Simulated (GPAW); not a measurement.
# zinc-blende (GaAs)₁₋ₓ(GaP)ₓ at x = 0.75: the Ga K absorption edge

What does the Ga K edge look like in zinc-blende (GaAs)₁₋ₓ(GaP)ₓ at x = 0.75?

Program: GPAW 26.7.0. Level of theory: X-ray absorption from dipole matrix elements to empty bands, plane-wave PAW PBE. Results are calculated unless marked as measured.

Report form: the programs' logs are mostly left out.

**1. Starting point**

The cell holds 16 atoms: 8 Ga, 6 P and 2 As. Its edges and angles: a = 7.780 Å, b = 7.780 Å, c = 7.780 Å, α = 60.0°, β = 60.0°, γ = 60.0°. 16-atom zinc-blende cell, 6 of 8 As sites taken by P at random, lattice constants typed for the ends and interpolated (Vegard).

**2. Relaxation**

The cell was built by hand, so its atoms are relaxed first: near-edge features follow bond lengths closely.

Input file relax.py:

```python
import numpy as np
from ase import Atoms
from ase.parallel import parprint, paropen
from gpaw import GPAW, PW, FermiDirac, Mixer, MixerDif, setup_paths
from ase.optimize import BFGS

atoms = Atoms('GaPGaAsGaPGaPGaPGaPGaPGaAs',
    cell=[[0, 5.5015, 5.5015],
     [5.5015, 0, 5.5015],
     [5.5015, 5.5015, 0]],
    scaled_positions=[[0.00173, 0.000216, 0.998612],
     [0.12557, 0.128376, 0.125798],
     [0.999599, 0.998876, 0.498382],
     [0.123107, 0.126635, 0.628397],
     [0.998842, 0.499943, 0.001508],
     [0.122729, 0.624546, 0.123877],
     [0.99883, 0.501346, 0.498107],
     [0.126093, 0.624821, 0.62103],
     [0.504344, 0.002294, 0.995562],
     [0.624696, 0.123583, 0.124846],
     [0.499657, 0.999483, 0.498831],
     [0.624521, 0.127549, 0.623451],
     [0.500494, 0.498521, 0.999963],
     [0.6247, 0.624046, 0.127385],
     [0.498544, 0.499419, 0.501],
     [0.62105, 0.622568, 0.623774]],
    pbc=True)
atoms.calc = GPAW(legacy_gpaw=True, mode=PW(400, force_complex_dtype=True), xc='PBE', setups={},
    kpts={'size': (3, 3, 3), 'gamma': True}, occupations=FermiDirac(0.08),
    charge=0, mixer=Mixer(0.1, 5, 50), maxiter=150,
    convergence={'density': 0.0001, 'eigenstates': 1e-6}, txt='relax.txt')
steps = []
opt = BFGS(atoms, logfile='-')
opt.attach(lambda: steps.append([atoms.get_potential_energy(), float(np.linalg.norm(atoms.get_forces(), axis=1).max())]))
done = opt.run(fmax=0.05, steps=30)
out = dict(done=bool(done), steps=steps, frac=atoms.get_scaled_positions().tolist())
import json
with paropen('out.json', 'w') as f:
    json.dump(out, f)
```

Command:

```sh
OMP_NUM_THREADS=1 mpirun -n 4 gpaw python relax.py
```

The job ended after 91 s (4 MPI ranks of Intel Xeon Platinum 8488C (Sapphire Rapids), shared host; peak memory 0.3 GiB; 6.1 min of CPU time).

In 5 steps the energy fell by 150 meV (energies extrapolated to zero smearing) and the largest force to 0.030 eV/Å. Atom 1 (Ga; the text counts from 1, the script from 0) is among those that moved most, by 0.06 Å.

**3. The field without a hole**

A plain self-consistent run shows whether there is a gap, which decides the set-up of the core-hole run.

Input file scf.py:

```python
import numpy as np
from ase import Atoms
from ase.parallel import parprint, paropen
from gpaw import GPAW, PW, FermiDirac, Mixer, MixerDif, setup_paths
from gpaw.test import gen
setup_paths.insert(0, '.')
gen('Ga', name='nch1s', xcname='PBE', corehole=(1, 0, 0), write_xml=True)
from gpaw.mpi import world
world.barrier()

atoms = Atoms('GaPGaAsGaPGaPGaPGaPGaPGaAs',
    cell=[[0, 5.5015, 5.5015],
     [5.5015, 0, 5.5015],
     [5.5015, 5.5015, 0]],
    scaled_positions=[[0.9988948, 0.9981665, 0.0076096],
     [0.1268235, 0.1258128, 0.1242463],
     [0.9983685, 0.9979501, 0.4968061],
     [0.1236036, 0.1254528, 0.6256976],
     [0.9987709, 0.5004967, 0.9992112],
     [0.1248315, 0.6254055, 0.1233853],
     [0.0026596, 0.505512, 0.49401],
     [0.1233225, 0.6252131, 0.6245232],
     [0.501438, 0.0002734, 0.9982128],
     [0.6260159, 0.1244842, 0.1244481],
     [0.5035208, 0.0040743, 0.4952407],
     [0.6254818, 0.1246905, 0.6234759],
     [0.4976028, 0.4972108, 0.0071877],
     [0.6243075, 0.6257585, 0.1242292],
     [0.4961244, 0.4975309, 0.4968473],
     [0.6227488, 0.6241599, 0.6254047]],
    pbc=True)
atoms.calc = calc = GPAW(legacy_gpaw=True, mode=PW(400, force_complex_dtype=True), xc='PBE', setups={0: 'nch1s'},
    kpts={'size': (3, 3, 3), 'gamma': True}, occupations=FermiDirac(0.05),
    charge=0, mixer=Mixer(0.1, 5, 50), maxiter=150,
    convergence={'density': 0.0001, 'eigenstates': 1e-6}, txt='scf.txt')
energy = atoms.get_potential_energy() + calc.get_reference_energy()
ef = calc.get_fermi_level()
out = dict(energy=energy, fermi=ef, forces=atoms.get_forces().tolist())
parprint(f'all-electron energy {energy:.4f} eV, Fermi level {ef:.4f} eV')
ev = np.array([[calc.get_eigenvalues(k, s) for k in range(len(calc.get_ibz_k_points()))] for s in range(calc.get_number_of_spins())])
out['homo'], out['lumo'], out['counts'] = ev[ev < ef].max(), ev[ev > ef].min(), sorted(set((ev < ef).sum((0, 2)).tolist()))
out['filled'] = (ev[:, 0] < ef).sum(1).tolist()
import json
with paropen('out.json', 'w') as f:
    json.dump(out, f)
```

Command:

```sh
OMP_NUM_THREADS=1 mpirun -n 4 gpaw python scf.py
```

It took 29 s on 4 MPI ranks; peak memory 0.3 GiB.

The mesh shows a gap of 1.36 eV. The excited electron is kept all the same, so that all members of the series, with or without a gap, are treated alike.

**4. Reference energy of the cell**

The photon energy needs a difference of total energies, so the cell and mesh of the coming hole run are first run without a hole.

scf.py, as its differences from that of step 3:

```diff
@@ -32,3 +32,3 @@
 atoms.calc = calc = GPAW(legacy_gpaw=True, mode=PW(400, force_complex_dtype=True), xc='PBE', setups={0: 'nch1s'},
-    kpts={'size': (3, 3, 3), 'gamma': True}, occupations=FermiDirac(0.05),
+    kpts={'size': (3, 3, 3), 'gamma': True}, occupations=FermiDirac(0.02),
     charge=0, mixer=Mixer(0.1, 5, 50), maxiter=150,
```

Run time: 30 s. Hardware: 4 MPI ranks; peak memory 0.29 GiB.

Reference energy: -601971.248 eV with the cores included.

**5. Spectrum with XCH, Ga atom 1**

The holes are 7.8 Å apart. In GPAW the data set carries the hole's charge, so charge=0 means a charged cell and charge=-1 a neutral one. The excited electron is kept in the cell, where it fills the lowest empty states and screens the hole. After the field has converged, empty bands are computed with the density fixed and the dipole matrix elements are summed.

The absorber has 3 P at 2.37 Å and 1 As at 2.43 Å (distorted tetrahedral).

Input file xas.py:

```python
import numpy as np
from ase import Atoms
from ase.parallel import parprint, paropen
from gpaw import GPAW, PW, FermiDirac, Mixer, MixerDif, setup_paths
from gpaw.test import gen
setup_paths.insert(0, '.')
gen('Ga', name='fch1s', xcname='PBE', corehole=(1, 0, 1), write_xml=True)
from gpaw.mpi import world
world.barrier()

atoms = Atoms('GaPGaAsGaPGaPGaPGaPGaPGaAs',
    cell=[[0, 5.5015, 5.5015],
     [5.5015, 0, 5.5015],
     [5.5015, 5.5015, 0]],
    scaled_positions=[[0.9988948, 0.9981665, 0.0076096],
     [0.1268235, 0.1258128, 0.1242463],
     [0.9983685, 0.9979501, 0.4968061],
     [0.1236036, 0.1254528, 0.6256976],
     [0.9987709, 0.5004967, 0.9992112],
     [0.1248315, 0.6254055, 0.1233853],
     [0.0026596, 0.505512, 0.49401],
     [0.1233225, 0.6252131, 0.6245232],
     [0.501438, 0.0002734, 0.9982128],
     [0.6260159, 0.1244842, 0.1244481],
     [0.5035208, 0.0040743, 0.4952407],
     [0.6254818, 0.1246905, 0.6234759],
     [0.4976028, 0.4972108, 0.0071877],
     [0.6243075, 0.6257585, 0.1242292],
     [0.4961244, 0.4975309, 0.4968473],
     [0.6227488, 0.6241599, 0.6254047]],
    pbc=True)
atoms.calc = calc = GPAW(legacy_gpaw=True, mode=PW(400, force_complex_dtype=True), xc='PBE', setups={0: 'fch1s'},
    kpts={'size': (3, 3, 3), 'gamma': True}, occupations=FermiDirac(0.04),
    charge=-1, mixer=Mixer(0.1, 5, 50), maxiter=150,
    convergence={'density': 0.0001, 'eigenstates': 1e-6}, txt='scf.txt')
energy = atoms.get_potential_energy() + calc.get_reference_energy()
ef = calc.get_fermi_level()
out = dict(energy=energy, fermi=ef, forces=atoms.get_forces().tolist())
parprint(f'all-electron energy {energy:.4f} eV, Fermi level {ef:.4f} eV')
ev = np.array([[calc.get_eigenvalues(k, s) for k in range(len(calc.get_ibz_k_points()))] for s in range(calc.get_number_of_spins())])
out['homo'], out['lumo'], out['counts'] = ev[ev < ef].max(), ev[ev > ef].min(), sorted(set((ev < ef).sum((0, 2)).tolist()))
out['filled'] = (ev[:, 0] < ef).sum(1).tolist()

from ase.units import Ha
from gpaw.xas import dipole_matrix_elements
nb = int(calc.get_number_of_electrons() / 2) + 171
top, nb = nb, nb + 8 + nb // 12
nscf = calc.fixed_density(kpts={'size': (4, 4, 4), 'gamma': True}, nbands=nb,
    convergence={'bands': top, 'eigenstates': 5e-3}, maxiter=60, txt='nscf.txt')
cell = atoms.cell.array
ops = [cell.T @ U.T @ np.linalg.inv(cell.T) for U in nscf.wfs.kd.symmetry.op_scc]
filled = [32]  # bands filled in the ground state, by spin
E = np.arange(-6, 30, 0.1)
fwhm = np.interp(E, [4, 25], [1.82, 3.5])
Y, X, zero, highest = 0, 0, 1e9, 1e9
for spin in range(nscf.get_number_of_spins()):
    wfs = nscf.wfs
    mine = wfs.bd.get_slice()  # this rank's bands
    A = dipole_matrix_elements(wfs.setups[0])
    eps = np.zeros((wfs.kd.nibzkpts, nb))
    d = np.zeros((3, A.shape[1], wfs.kd.nibzkpts, nb), complex)
    for kpt in wfs.kpt_u:
        if kpt.s == spin and 0 in kpt.P_ani:
            eps[kpt.k, mine] = kpt.eps_n * Ha
            d[:, :, kpt.k, mine] = (kpt.weight * wfs.nspins / 2) ** 0.5 * np.inner(A, kpt.P_ani[0])
    world.sum(eps)
    world.sum(d)
    T = np.einsum('amkn,bmkn->abkn', d, d.conj()).real
    T = sum(np.einsum('ai,ijkn,bj->abkn', R, T, R) for R in ops) / len(ops)
    empty = np.ones_like(eps, bool) & (np.arange(nb) >= filled[spin])
    zero, highest = min(zero, eps[empty].min()), min(highest, eps[:, top - 1].min())
    lines = [(eps, T, empty)] if spin == 0 else lines + [(eps, T, empty)]
for eps, T, empty in lines:
    f = np.einsum('aakn->akn', T).reshape(3, -1)
    x = eps.ravel() - zero
    w = np.interp(x, E, fwhm) / 2.35482
    g = np.exp(-0.5 * ((E[:, None] - x) / w) ** 2) / (w * (2 * np.pi) ** 0.5)
    Y = Y + (f * empty.ravel()) @ g.T
    X = X + (f * ~empty.ravel()) @ g.T
out.update(E=E.round(2).tolist(), xas=Y.tolist(), xes=X.tolist(), zero=zero, valid=highest - zero, nk=len(eps), nb=nb)
for i in range(0, len(E), 10):
    parprint(f'{E[i]:7.2f}', *(f'{v:10.3e}' for v in Y[:, i]))
import json
with paropen('out.json', 'w') as f:
    json.dump(out, f)
```

Command:

```sh
OMP_NUM_THREADS=1 mpirun -n 4 gpaw python xas.py
```

Wall time 3.1 min (4 MPI ranks); peak memory 0.65 GiB; 12 min of CPU time.

The Ga K spectrum, Ga atom 1, excited-electron core hole (neutral cell) (energy from the bottom of the conduction band, which holds the excited electron; intensity scaled to a mean of 1 over the first 20 eV):

```tsv
E (eV)	intensity
-2.0	0.00
-1.5	0.00
-1.0	0.01
-0.5	0.05
0.0	0.14
0.5	0.30
1.0	0.53
1.5	0.78
2.0	1.02
2.5	1.24
3.0	1.48
3.5	1.68
4.0	1.74
4.5	1.61
5.0	1.37
5.5	1.14
6.0	0.99
6.5	0.93
7.0	0.95
7.5	0.97
8.0	0.95
8.5	0.91
9.0	0.89
9.5	0.92
10.0	0.98
10.5	1.06
11.0	1.10
11.5	1.11
12.0	1.09
12.5	1.06
13.0	1.03
13.5	1.01
14.0	0.99
14.5	0.96
15.0	0.91
15.5	0.87
16.0	0.84
16.5	0.84
17.0	0.86
17.5	0.87
18.0	0.86
18.5	0.84
19.0	0.82
19.5	0.80
20.0	0.80
20.5	0.80
21.0	0.80
21.5	0.80
22.0	0.79
22.5	0.76
23.0	0.74
23.5	0.72
24.0	0.70
24.5	0.71
25.0	0.72
25.5	0.74
26.0	0.76
26.5	0.79
```

Main maxima below 26 eV (height): 4.0 eV (1.74), 7.6 eV (0.97) and 11.4 eV (1.11). A K edge sees empty p states on the absorber.

The energy difference (zero at 10402 eV) isn't read as a photon energy: for so heavy an absorber the terms left out (the hole's spin, the functional's error) amount to tens of eV or more.

**6. Results**

| Property | Result |
| --- | --- |
| absorber and edge | Ga K, atom 1 of the ground-state input (counted from 1) |
| surroundings | 3 P at 2.37 Å and 1 As at 2.43 Å (distorted tetrahedral) |
| highest intensity below 24 eV | 4.0 eV above the zero, height 1.74 |

The Ga K edge of atom 1, with 3 P at 2.37 Å and 1 As at 2.43 Å (distorted tetrahedral), has its highest intensity of the first 24 eV at 4.0 eV above the zero, 1.7 times the mean level of the first 20 eV (Gaussian full width 1.82 eV up to 4 eV, rising linearly to 3.5 eV at 25 eV). The script folds with a Gaussian, whereas the core hole's own line is a Lorentzian, so the onset is too steep and the first peak too high.

[Logs are printed without paths, hosts, clocks, repeated set-up lines and the standing remarks that a program may print on its own settings, such as how far it seeks lower states.]

[Hosts, paths, dates, database ids (printed as entryN), source tags and the programs' standing remarks are cut or masked in the printed files.]

[Lists of maxima count a maximum above −3 eV only where it reaches 4 % of the highest in the window and stands out from its surroundings by 2 % of it (1.5 % where it reaches 55 %); shoulders and weaker maxima are passed over, and of the rest the first, up to two pre-edge ones and the few strongest are named.]
